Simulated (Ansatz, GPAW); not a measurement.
# Dielectric function and optical constants of NaTaS2 (model structure)

Aim: the dielectric function of NaTaS2 (model structure), and the optical constants that follow from it. The structure is a model built here, which may or may not match a known phase. It was built so: All Li replaced by Na and V replaced by Ta in the P-3m1 structure of LiVS2. The cell is first relaxed with Ansatz.

Calculated with GPAW 26.7.0; DFT, LDA, plane-wave PAW (GPAW data sets), scalar-relativistic, RPA, optical limit.

## Step 1: The starting structure

Symmetry: P-3m1, No. 164, trigonal system. Conventional cell: a = 3.721 Å, b = 3.721 Å, c = 6.757 Å, α = 90.00°, β = 90.00°, γ = 120.00°. Ta has 6 S at 2.67 Å nearest. Nearest to S lie 3 Ta at 2.67 Å and 3 Na at 2.80 Å. Nearest to Na lie 6 S at 2.80 Å. All Li replaced by Na and V replaced by Ta in the P-3m1 structure of LiVS2. Farther neighbours and most contacts between anions are not listed.

## Step 2: Relaxation

The structure was built or cut out here, so it is relaxed before any spectrum is computed.

This step: DFT, LDA, plane-wave PAW, default files, scalar-relativistic, relaxation (Ansatz 0.2.0).

Contents of input.yaml:

```yaml
crystal:
  lattice:
    - [3.72108381, 0.0, 0.0]
    - [-1.8605419, 3.22255311, 0.0]
    - [0.0, 0.0, 6.75691049]
  atoms:
    - { symbol: Ta, position: [0.0, 0.0, 0.0] }
    - { symbol: S, position: [0.66666667, 0.33333333, 0.765] }
    - { symbol: S, position: [0.33333333, 0.66666667, 0.235] }
    - { symbol: Na, position: [0.0, 0.0, 0.5] }
kpoints:
  mp_grid: { grid: [7, 7, 4] }
scf:
  occupations: { method: fermi_dirac, width: 0.05 }
hamiltonian:
  xc: lda
output:
  forces: true
  stress: true
  write_density: true
  write_potential: true
  elf: true
  volumetric_format: npy
relax:
  f_tol: 0.02
  max_steps: 50
  cell: {}
```

The run is started by

```sh
ansatz run input.yaml --threads 1 --pin off --max-ram 4096MiB --backend cpu --events-out ev --progress --plain --runs-dir out
```

Numbers of over 12 decimals in the logs are rounded to 6 here.

The program printed:

```text
Engine: ansatz 0.2.0, aarch64-unknown-linux-gnu
Pseudopotentials: kind: paw
Pseudopotential: Ta, paw, valence charge 13, recommended cutoff 420 eV (normal), Ta.paw.azcp
Pseudopotential: S, paw, valence charge 6, recommended cutoff 420 eV (normal), S.paw.azcp
Pseudopotential: Na, paw, valence charge 9, recommended cutoff 420 eV (normal), Na.paw.azcp
Functional definition: SPW92
  exchange = slater_x
  correlation = pw_c
Crystal: 4 atoms, lattice volume = 81.025 Å³
Basis set: ecut = 420 eV, 1583 PW (Γ)
Bands: 21, of which v1, the nominal top of the filled ones, is band 17 counted from 1 (16 counted from 0)
Symmetry: 12 space group operations
Space group: P-3m1 (ITA 164), of the structure as read, at distance tolerance 4.3e-5 Å
k-points: 28 of 196
Non-local potential: Ta, projectors of the file, l = 0: 3, l = 1: 2, l = 2: 2, l = 3: 1
Non-local potential: S, projectors of the file, l = 0: 2, l = 1: 2, l = 2: 2
Non-local potential: Na, projectors of the file, l = 0: 3, l = 1: 2, l = 2: 1
PAW form: soft (Blöchl's): semilocal exchange-correlation on the pseudo side does not see the compensation charge
PAW frozen core: Ta, regenerated for the run's functional, and the local potential with it (the file was generated under x = pbe(κ = 0.804, μ = 0.219515), c = pbe(β = 0.066725))
PAW frozen core: S, regenerated for the run's functional, and the local potential with it (the file was generated under x = pbe(κ = 0.804, μ = 0.219515), c = pbe(β = 0.066725))
PAW frozen core: Na, regenerated for the run's functional, and the local potential with it (the file was generated under x = pbe(κ = 0.804, μ = 0.219515), c = pbe(β = 0.066725))
PAW one-centre angular grid: Ta, 590 points (default); XC on 64 Gauss nodes
PAW one-centre angular grid: S, 110 points (default); XC on 64 Gauss nodes
PAW one-centre angular grid: Na, 110 points (default); XC on 64 Gauss nodes
Initial density: superposition of atomic densities (neutral atoms: chi_scale 0, normalization atom), corrected by the library's trained network
Initial wavefunctions: pseudopotential atomic-orbital guess
Functional: x = slater, c = lda
SCF iter   1: F=—  HF=-12891.760179 eV  |F-HF|=—  |Δ(HF+E_count)|=         —  Δρ=7.51e-3  dr2=5.91e-2  ethr=1.77e-3  ⟨swp⟩=5.4  Hψ=2882  notcnv=0
preconditioner: auto → LDOS  [metal: Δε(μ)=0.023 eV  Ē_g=7.390 eV  σ=0.050 eV  W_gap=0.11  n_scr=22 (ndim 8)  ℏωp=17.5 eV  f_vac=0.012  D(μ)=1.58/eV (n_scr^D=4)  β→1.0]
SCF iter   2: F=—  HF=-12891.749071 eV  |F-HF|=—  |Δ(HF+E_count)|=   1.11e-2  Δρ=3.95e-3  dr2=7.71e-3  ethr=1.74e-4  ⟨swp⟩=2.0  Hψ=1372  notcnv=0
preconditioner: auto → Kerker (q_TF=auto, 2.361 Å⁻¹)  [metal: Δε(μ)=0.020 eV  Ē_g=7.476 eV  σ=0.050 eV  W_gap=0.10  n_scr=22 (ndim 8)  ℏωp=17.5 eV  f_vac=0.005  D(μ)=1.52/eV (n_scr^D=2)  β→0.5]
SCF iter   3: F=—  HF=-12891.744995 eV  |F-HF|=—  |Δ(HF+E_count)|=   4.08e-3  Δρ=9.78e-4  dr2=6.39e-4  ethr=2.27e-5  ⟨swp⟩=2.1  Hψ=847  notcnv=0
SCF iter   4: F=—  HF=-12891.744867 eV  |F-HF|=—  |Δ(HF+E_count)|=   1.28e-4  Δρ=2.99e-4  dr2=1.59e-4  ethr=1.88e-6  ⟨swp⟩=1.0  Hψ=588  notcnv=0
SCF iter   5: F=—  HF=-12891.744834 eV  |F-HF|=—  |Δ(HF+E_count)|=   3.31e-5  Δρ=8.54e-5  dr2=3.59e-5  ethr=4.68e-7  ⟨swp⟩=2.1  Hψ=768  notcnv=0
SCF iter   6: F=—  HF=-12891.744826 eV  |F-HF|=—  |Δ(HF+E_count)|=   7.71e-6  Δρ=2.65e-5  dr2=9.18e-7  ethr=1.06e-7  ⟨swp⟩=2.0  Hψ=781  notcnv=0
SCF iter   7: F=-12891.744826 eV  HF=-12891.744826 eV  |F-HF|=7.40e-10  |Δ(HF+E_count)|=   1.45e-7  Δρ=5.43e-6  dr2=2.88e-8  ethr=2.94e-10  ⟨swp⟩=6.8  Hψ=3887  notcnv=0
SCF 1 converged in 7 iterations: F = -12891.744826 eV  dr2 = 2.88e-8
  greatest PAW one-centre occupation: 1.000 electrons in one spin orbital (limit 2), on the Ta atom at site 0 (counted from 0), in its partial waves of l = 0
relax step   1: F+E_penalty+E_count = -12891.74482589 eV  Δ(F+E_penalty+E_count) = +0.000e0 eV  max|allowed force component| = 1.986e0 eV/Å  Δτ_max = 0.0000 Å  P = -15.780 GPa  Ω = 81.025 Å³  (7 SCF iters, dr2 threshold 1.00e-7 eV, accepted)
Crystal: 4 atoms, lattice volume = 71.704 Å³
Basis set: ecut = 420 eV, 1361 PW (Γ)
Initial density: handed on by an earlier stage of this run
Initial wavefunctions: those handed on with the density
iter 1 solved again at ethr=3.24e-4 eV; its pass at ethr=3.10e-3 eV (dr2=1.10e-1 eV) is discarded
SCF iter   1: F=—  HF=-12892.655591 eV  |F-HF|=—  |Δ(HF+E_count)|=         —  Δρ=9.79e-3  dr2=1.07e-1  ethr=3.24e-4  ⟨swp⟩=1.0  Hψ=3268  notcnv=0
preconditioner: auto → Resta (q_TF=auto, 2.409 Å⁻¹)  ε∞=5.9  [insulator: Δε(μ)=0.131 eV  Ē_g=8.388 eV  σ=0.050 eV  W_gap=0.53  n_scr=22 (ndim 8)  ℏωp=18.6 eV  f_vac=0.001  D(μ)=2.15/eV (n_scr^D=22)  ε∞_Penn≈5.9]
SCF iter   2: F=—  HF=-12892.633046 eV  |F-HF|=—  |Δ(HF+E_count)|=   2.25e-2  Δρ=4.55e-3  dr2=1.64e-2  ethr=3.16e-4  ⟨swp⟩=2.5  Hψ=772  notcnv=0
SCF iter   3: F=—  HF=-12892.628277 eV  |F-HF|=—  |Δ(HF+E_count)|=   4.77e-3  Δρ=1.57e-3  dr2=2.43e-3  ethr=4.82e-5  ⟨swp⟩=2.0  Hψ=747  notcnv=0
SCF iter   4: F=—  HF=-12892.627689 eV  |F-HF|=—  |Δ(HF+E_count)|=   5.87e-4  Δρ=3.84e-4  dr2=1.55e-4  ethr=7.14e-6  ⟨swp⟩=2.1  Hψ=767  notcnv=0
SCF iter   5: F=—  HF=-12892.627684 eV  |F-HF|=—  |Δ(HF+E_count)|=   5.20e-6  Δρ=9.01e-5  dr2=5.39e-6  ethr=4.56e-7  ⟨swp⟩=2.6  Hψ=905  notcnv=0
SCF iter   6: F=-12892.627684 eV  HF=-12892.627685 eV  |F-HF|=3.21e-7  |Δ(HF+E_count)|=   7.59e-7  Δρ=2.67e-5  dr2=3.54e-7  ethr=1.18e-9  ⟨swp⟩=8.0  Hψ=4044  notcnv=0
SCF 2 converged in 6 iterations: F = -12892.627684 eV  dr2 = 3.54e-7
relax step   2: F+E_penalty+E_count = -12892.62768446 eV  Δ(F+E_penalty+E_count) = -8.829e-1 eV  max|allowed force component| = 6.793e-1 eV/Å  Δτ_max = 0.1606 Å  P = -1.408 GPa  Ω = 71.704 Å³  energy of the carried Pulay correction = +9.146e-4 eV  (6 SCF iters, dr2 threshold 4.00e-7 eV, accepted)
Crystal: 4 atoms, lattice volume = 67.612 Å³
Basis set: ecut = 420 eV, 1331 PW (Γ)
iter 1 solved again at ethr=1.50e-4 eV; its pass at ethr=3.10e-3 eV (dr2=5.09e-2 eV) is discarded
SCF iter   1: F=—  HF=-12892.883510 eV  |F-HF|=—  |Δ(HF+E_count)|=         —  Δρ=6.29e-3  dr2=5.18e-2  ethr=1.50e-4  ⟨swp⟩=1.0  Hψ=3801  notcnv=0
preconditioner: auto → Kerker (q_TF=auto, 2.433 Å⁻¹)  [metal: Δε(μ)=0.041 eV  Ē_g=8.615 eV  σ=0.050 eV  W_gap=0.20  n_scr=22 (ndim 8)  ℏωp=19.2 eV  f_vac=0.000  D(μ)=1.22/eV (n_scr^D=2)]
SCF iter   2: F=—  HF=-12892.875224 eV  |F-HF|=—  |Δ(HF+E_count)|=   8.29e-3  Δρ=3.52e-3  dr2=1.63e-2  ethr=1.50e-4  ⟨swp⟩=1.1  Hψ=590  notcnv=0
SCF iter   3: F=—  HF=-12892.870985 eV  |F-HF|=—  |Δ(HF+E_count)|=   4.24e-3  Δρ=6.80e-4  dr2=8.64e-4  ethr=4.78e-5  ⟨swp⟩=2.0  Hψ=737  notcnv=0
SCF iter   4: F=—  HF=-12892.870800 eV  |F-HF|=—  |Δ(HF+E_count)|=   1.85e-4  Δρ=2.83e-4  dr2=6.34e-5  ethr=2.54e-6  ⟨swp⟩=2.0  Hψ=767  notcnv=0
SCF iter   5: F=—  HF=-12892.870795 eV  |F-HF|=—  |Δ(HF+E_count)|=   5.84e-6  Δρ=4.84e-5  dr2=1.82e-6  ethr=1.87e-7  ⟨swp⟩=2.1  Hψ=827  notcnv=0
SCF iter   6: F=-12892.870795 eV  HF=-12892.870795 eV  |F-HF|=1.29e-7  |Δ(HF+E_count)|=   1.33e-7  Δρ=1.21e-5  dr2=2.00e-7  ethr=1.18e-9  ⟨swp⟩=8.6  Hψ=4017  notcnv=0
SCF 3 converged in 6 iterations: F = -12892.870795 eV  dr2 = 2.00e-7
relax step   3: F+E_penalty+E_count = -12892.87079452 eV  Δ(F+E_penalty+E_count) = -2.431e-1 eV  max|allowed force component| = 5.648e-2 eV/Å  Δτ_max = 0.0671 Å  P = +0.975 GPa  Ω = 67.612 Å³  energy of the carried Pulay correction = +1.353e-3 eV  (6 SCF iters, dr2 threshold 4.00e-7 eV, accepted)
[...]
relax step   4: F+E_penalty+E_count = -12892.87881738 eV  Δ(F+E_penalty+E_count) = -8.023e-3 eV  max|allowed force component| = 7.800e-2 eV/Å  Δτ_max = 0.0009 Å  P = +0.160 GPa  Ω = 67.920 Å³  energy of the carried Pulay correction = +1.319e-3 eV  (5 SCF iters, dr2 threshold 4.00e-7 eV, accepted)
[...]
relax step   5: F+E_penalty+E_count = -12892.87978852 eV  Δ(F+E_penalty+E_count) = -9.711e-4 eV  max|allowed force component| = 2.295e-2 eV/Å  Δτ_max = 0.0115 Å  P = +0.091 GPa  Ω = 68.281 Å³  energy of the carried Pulay correction = +1.279e-3 eV  (5 SCF iters, dr2 threshold 3.80e-7 eV, accepted)
[...]
relax step   6: F+E_penalty+E_count = -12892.87982016 eV  Δ(F+E_penalty+E_count) = -3.164e-5 eV  max|allowed force component| = 3.224e-3 eV/Å  Δτ_max = 0.0016 Å  P = -0.040 GPa  Ω = 68.309 Å³  energy of the carried Pulay correction = +1.276e-3 eV  (4 SCF iters, dr2 threshold 3.29e-8 eV, accepted)
Initial wavefunctions: pseudopotential atomic-orbital guess (no wavefunctions were taken with the density)
iter 1 solved again at ethr=4.33e-8 eV; its pass at ethr=3.10e-3 eV (dr2=1.47e-5 eV) is discarded
SCF iter   1: F=—  HF=-12892.878992 eV  |F-HF|=—  |Δ(HF+E_count)|=         —  Δρ=1.84e-4  dr2=1.36e-6  ethr=4.33e-8  ⟨swp⟩=3.0  Hψ=4498  notcnv=0
preconditioner: auto → Kerker (q_TF=auto, 2.429 Å⁻¹)  [metal: Δε(μ)=0.074 eV  Ē_g=8.612 eV  σ=0.050 eV  W_gap=0.35  n_scr=22 (ndim 8)  ℏωp=19.1 eV  f_vac=0.000  D(μ)=1.33/eV (n_scr^D=4)]
SCF iter   2: F=—  HF=-12892.879004 eV  |F-HF|=—  |Δ(HF+E_count)|=   1.24e-5  Δρ=9.44e-5  dr2=3.58e-7  ethr=4.01e-9  ⟨swp⟩=1.0  Hψ=588  notcnv=0
SCF iter   3: F=—  HF=-12892.879007 eV  |F-HF|=—  |Δ(HF+E_count)|=   2.52e-6  Δρ=5.83e-6  dr2=5.08e-9  ethr=1.05e-9  ⟨swp⟩=1.0  Hψ=588  notcnv=0
SCF iter   4: F=—  HF=-12892.879007 eV  |F-HF|=—  |Δ(HF+E_count)|=   2.26e-9  Δρ=1.18e-6  dr2=1.23e-9  ethr=1.49e-11  ⟨swp⟩=2.0  Hψ=833  notcnv=0
SCF iter   5: F=—  HF=-12892.879007 eV  |F-HF|=—  |Δ(HF+E_count)|=  1.55e-10  Δρ=3.03e-7  dr2=1.12e-10  ethr=3.61e-12  ⟨swp⟩=2.1  Hψ=763  notcnv=0
SCF iter   6: F=-12892.879007 eV  HF=-12892.879007 eV  |F-HF|=5.46e-12  |Δ(HF+E_count)|=  9.09e-12  Δρ=7.82e-8  dr2=9.96e-12  ethr=1.00e-12  ⟨swp⟩=5.9  Hψ=2529  notcnv=0
SCF 7 converged in 6 iterations: F = -12892.879007 eV  dr2 = 9.96e-12
relax step   7: F+E_penalty+E_count = -12892.87900700 eV  Δ(F+E_penalty+E_count) = +8.132e-4 eV  max|allowed force component| = 3.146e-3 eV/Å  Δτ_max = 0.0000 Å  P = -0.039 GPa  Ω = 68.309 Å³  stress off target by 4.79e-2 GPa  SCF on the basis re-selected at this cell (its energy is not comparable with the rows above)  (6 SCF iters)
basis re-selected at this cell: Δ(F+E_penalty+E_count) = +8.132e-4 eV, ΔP = +0.001 GPa vs the last step (what re-selecting the basis moved, of the pressure what is left beyond the Pulay correction that the steps carried, after the strain that the cell walked since its last selection, with what the two solves' SCF thresholds leave and, on support functions, any second-order correction that the steps lacked; it is no measure of the basis error at this ecutwfc). The dense FFT grid was sized anew with the basis: this SCF ran on 24×24×48 points, the steps before it on 25×25×48, so part of this shift can come from that change (see relax.cell in the input reference). [rest of the remark cut]
SCF converged after 6 iterations
Free energy (F): -12892.879007 eV
Harris-Foulkes:  -12892.879007 eV  (|F-HF|=5.46e-12)
Internal energy: -12892.868404 eV  (E = F + TS)
E sigma→0 (E₀):  -12892.873706 eV
Entropy (-TS):   -0.010603 eV (-2.651 meV/atom)
Fermi energy:    11.196813 eV
--- Per-component energies (eV) ---
  E_band       = -337.591673
  E_kinetic    = 709.098026
  E_local      = -2266.232835  (includes V_loc(G=0)·N_el)
  E_nonlocal   = 195.545345
  E_hartree    = 813.911435
  E_xc         = -451.224463
  E_vxc        = -434.047331  (∫ρ·V_xc dr)
  E_paw        = -9531.509578  (= ΣΔE_a)
  E_vpaw       = -169.777838  (= ΣTr[D̂ρ^β])
  E_aug_tail   = 0.000130  (compensation charges beyond the density's cutoff)
  E_ewald      = -2363.162651
  E_core_change = 0.706188  (= ΣΔE_core)
  E_smearing   = -0.010603  (= −TS)
  E_closure    = 0.000000  (closes the sum)
  Σ components = -12892.879007   (vs F -12892.879007, Δ=0.00e0)
--- Forces (eV/Å), atoms counted from 1 ---
  atom   1  Ta     0.00000000     0.00000000     0.00000000
  atom   2  S     -0.00000000    -0.00000000     0.00314557
  atom   3  S      0.00000000     0.00000000    -0.00314557
  atom   4  Na    -0.00000000    -0.00000000     0.00000000
  max |Σ_I F_I| component: 5.78e-19 eV/Å
--- Stress (GPa, compression-positive) ---
       -0.047934       0.000000       0.000000
        0.000000      -0.047934       0.000000
        0.000000       0.000000      -0.020112
  P = ⅓ Tr σ = -0.0387 GPa (-0.387 kbar)
--- Band table (eV; the first three rows and the last of 28) ---
  k-point 0: bands = [... 13 lower, 7.6528, 9.7033, 9.7033, 9.8862, 11.0181, 11.0181, 13.9530, 14.2614]
  k-point 1: bands = [... 13 lower, 6.9631, 9.6758, 9.6758, 10.5431, 11.0194, 11.0194, 14.1358, 14.3398]
  k-point 2: bands = [... 13 lower, 6.9696, 9.6486, 9.6486, 11.0207, 11.0207, 11.0431, 14.4205, 14.4205]
  k-point 27: bands = [... 13 lower, 6.2056, 6.5021, 6.8750, 11.3053, 11.5752, 13.1653, 14.0061, 15.5223]
--- Relaxed structure (6 steps of the walk, 6 accepted, 1 SCFs on fresh bases) ---
  F+E_penalty+E_count = -12892.87900700 eV   max|allowed force component| = 3.146e-3 eV/Å   (the final SCF, on the basis selected at the relaxed cell)
  cell:  # Å, volume = 68.3091 Å³
    - [3.346108, -2.595851289246062e-9, 0]
    - [-1.673054, 2.897814, 0]
    - [0, 0, 7.044793]
  atoms:
    - { symbol: Ta, position: [0, 0, 0.0] }
    - { symbol: S, position: [0.666667, 0.333333, 0.780433] }
    - { symbol: S, position: [0.333333, 0.666667, 0.219567] }
    - { symbol: Na, position: [0, 0, 0.5] }
```

Wall time 18 s (1 thread of Arm Neoverse V2, shared host); peak memory 0.36 GiB.

The steps of the relaxation:

| step | energy less that of the first step (eV) | largest force component (eV/Å) | pressure (GPa) | volume (Å³) |
| --- | --- | --- | --- | --- |
| 1 | 0.0000 | 1.9860 | -15.78 | 81.02 |
| 2 | -0.8829 | 0.6793 | -1.41 | 71.70 |
| 3 | -1.1260 | 0.0565 | 0.97 | 67.61 |
| 4 | -1.1340 | 0.0780 | 0.16 | 67.92 |
| 5 | -1.1350 | 0.0230 | 0.09 | 68.28 |
| 6 | -1.1350 | 0.0032 | -0.04 | 68.31 |
| 7* | -1.1342 | 0.0031 | -0.04 | 68.31 |

Relaxation steps marked * repeat the geometry before them on a plane-wave basis chosen anew for their cell, so energy and pressure can jump there.

Forces are held to the 12 operations that the run works with; a distortion that breaks them can't arise in this run.

| conventional cell, symmetrised | before | after | change |
| --- | --- | --- | --- |
| a (Å) | 3.721 | 3.346 | -10.1 % |
| b (Å) | 3.721 | 3.346 | -10.1 % |
| c (Å) | 6.757 | 7.045 | +4.3 % |
| volume (Å³/atom) | 20.26 | 17.08 | -15.7 % |

The atoms that moved most (Å, as changes of fractional coordinates times the final cell):

| atom | dx | dy | dz | length |
| --- | --- | --- | --- | --- |
| S2 | 0.000 | 0.000 | 0.109 | 0.109 |
| S3 | 0.000 | 0.000 | -0.109 | 0.109 |

The relaxed structure:

```cif
data_structure
_symmetry_space_group_name_H-M 'P 1'
_symmetry_Int_Tables_number 1
_cell_length_a 3.3461
_cell_length_b 3.3461
_cell_length_c 7.0448
_cell_angle_alpha 90.000
_cell_angle_beta 90.000
_cell_angle_gamma 120.000
_cell_volume 68.31
loop_
_atom_site_label
_atom_site_type_symbol
_atom_site_fract_x
_atom_site_fract_y
_atom_site_fract_z
_atom_site_occupancy
Ta1 Ta 0.00000 0.00000 0.00000 1
S2 S 0.66667 0.33333 0.78043 1
S3 S 0.33333 0.66667 0.21957 1
Na4 Na 0.00000 0.00000 0.50000 1
```

The relaxation ends with a largest force component of 0.0031 eV/Å and a pressure of -0.04 GPa.

(Continued in part 2 of 3.)

[Machine, clock and banner lines and Python warnings are left out of the logs.]

[Logs are printed without paths, hosts, clocks, repeated set-up lines and the standing remarks that a program may print on its own settings, such as how far it seeks lower states.]

[Hosts, paths, dates, database ids (printed as entryN), source tags and the programs' standing remarks are cut or masked in the printed files.]
